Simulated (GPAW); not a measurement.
Consider ZnFe3C (Pm-3m).

```xyz
5
Lattice="3.7729 0.0000 0.0000 0.0000 3.7729 0.0000 0.0000 0.0000 3.7729" Properties=species:S:1:pos:R:3 pbc="T T T"
Zn    0.0000    0.0000    0.0000
Fe    1.8864    1.8864    0.0000
Fe    0.0000    1.8864    1.8864
Fe    1.8864    0.0000    1.8864
C     1.8864    1.8864    1.8864
```

Absorber: atom 1, with 12 Fe at 2.67 Å (cuboctahedral, site symmetry m-3m). Method: GPAW, LDA, excited-electron core hole (neutral cell), 20-atom cell with 6.5 Å between holes, 3×3×3 k points, dipole transitions, Gaussian full width 1.67 eV up to 4 eV, rising linearly to 3.5 eV at 25 eV.

Q: Where do the maxima of the Zn K edge fall?

Main maxima up to 30 eV above the zero (height): 4.6 eV (1.94) and 15.4 eV (1.77). A K edge sees empty p states on the absorber. The total-energy difference is 9640.33 eV. The tabulated edge of the element is 9659 eV. The functional leaves an error in such absolute values: in the free atom LDA prices this hole 19.1 eV below PBE (computed apart), and PBE is itself good to a few eV.

The Zn K spectrum (energy from the lowest empty level; intensity scaled to a mean of 1 over the first 20 eV):

```tsv
E (eV)	intensity
-2.0	0.00
-1.5	0.01
-1.0	0.02
-0.5	0.07
0.0	0.15
0.5	0.23
1.0	0.28
1.5	0.30
2.0	0.36
2.5	0.50
3.0	0.75
3.5	1.12
4.0	1.58
4.5	1.90
5.0	1.85
5.5	1.48
6.0	1.09
6.5	0.79
7.0	0.55
7.5	0.39
8.0	0.35
8.5	0.41
9.0	0.49
9.5	0.52
10.0	0.52
10.5	0.54
11.0	0.60
11.5	0.68
12.0	0.75
12.5	0.82
13.0	0.94
13.5	1.14
14.0	1.40
14.5	1.62
15.0	1.75
15.5	1.77
16.0	1.72
16.5	1.66
17.0	1.63
17.5	1.60
18.0	1.53
18.5	1.40
19.0	1.22
19.5	1.04
20.0	0.87
20.5	0.75
21.0	0.68
21.5	0.65
22.0	0.63
22.5	0.62
23.0	0.61
23.5	0.60
24.0	0.59
24.5	0.59
25.0	0.58
25.5	0.56
26.0	0.53
26.5	0.49
27.0	0.46
27.5	0.43
28.0	0.42
28.5	0.44
29.0	0.47
29.5	0.51
30.0	0.55
30.5	0.59
31.0	0.61
31.5	0.64
32.0	0.67
```

The hole lies in one spin channel, while the script sums the empty states of both and takes the lower zero; where the two channels are split, this blurs and shifts the curve. The script folds with a Gaussian, whereas the core hole's own line is a Lorentzian, so the onset is too steep and the first peak too high. The spins start ferromagnetically in a simple order, which needn't be the measured one; gap and edge can depend on it. The mesh is coarse (0.39 Å⁻¹ between points), so small maxima may be mesh ripples. Lifetime broadening is put in by hand, and intensities beyond about 20 eV depend on it and on the partial waves; weight that the partial waves miss at high energy is lost. The structure is a computed Materials Project entry and may be a hypothetical form.

[Banner, clock and machine lines of the logs are left out without a mark of their own.]

[Logs are printed without paths, hosts, clocks, repeated set-up lines and the standing remarks that a program may print on its own settings, such as how far it seeks lower states.]

[Hosts, paths, dates, database ids (printed as entryN), source tags and the programs' standing remarks are cut or masked in the printed files.]

[Lists of maxima count a maximum above −3 eV only where it reaches 4 % of the highest in the window and stands out from its surroundings by 2 % of it (1.5 % where it reaches 55 %); shoulders and weaker maxima are passed over, and of the rest the first, up to two pre-edge ones and the few strongest are named.]
